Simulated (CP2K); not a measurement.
Consider N-methylformamide at its PBE geometry (Å).

```xyz
9

C    -1.1224    0.0232    0.0278
N     0.2258   -0.3940   -0.3352
C     1.3394    0.2253    0.1529
O     1.3293    1.2020    0.9025
H    -1.1343    1.1130    0.1422
H    -1.4475   -0.4234    0.9800
H    -1.8236   -0.2689   -0.7623
H     0.3551   -1.2313   -0.8934
H     2.2782   -0.2458   -0.2145
```

Method: CP2K XAS_TDP, all-electron GAPW, PBEh(45%), aug-cc-pVDZ, TDA, GW2X-corrected core level, no relativity.

Where do the C K-edge lines lie, and how strong are they?

Leading lines: C1 291.10 eV and C3 289.91 eV. The leading line of an atom is its first one with 35 % of the strongest within 2.5 eV of its lowest line over the strength cut. Core ionisation energies at this level: C1 293.50 and C3 295.65 eV.

The first six lines of each atom with a strength over 0.0015:

```
                     atom  energy (eV)  states  strength, one atom  above the computed threshold
 C1 (bonded to N and 3 H)       291.10       1              0.0103                              
                                291.74       1              0.0092                              
                                291.94       1              0.0052                              
                                292.28       1              0.0159                              
                                292.55       1              0.0174                              
                                292.71       1              0.0102                              
C3 (bonded to N, O and H)       289.91       1              0.0702                              
                                293.28       1              0.0130                              
                                294.36       1              0.0035                              
                                294.69       1              0.0017                              
                                294.99       1              0.0026                              
                                295.96       1              0.0015                           yes
```

Lines are vertical, at one geometry, with no vibrational structure. GW2X ionisation energies and lines can be off by 1 to 2 eV either way, and a good line position may hide errors that cancel. These values hold no scalar relativity, about 0.1 eV for C 1s. Rydberg lines, and the discretised continuum above threshold, depend on the basis and the box.

[Banner, clock and machine lines of the logs are left out without a mark of their own.]

[Logs are printed without paths, hosts, clocks, repeated set-up lines and the standing remarks that a program may print on its own settings, such as how far it seeks lower states.]

[Hosts, paths, dates, database ids (printed as entryN), source tags and the programs' standing remarks are cut or masked in the printed files.]
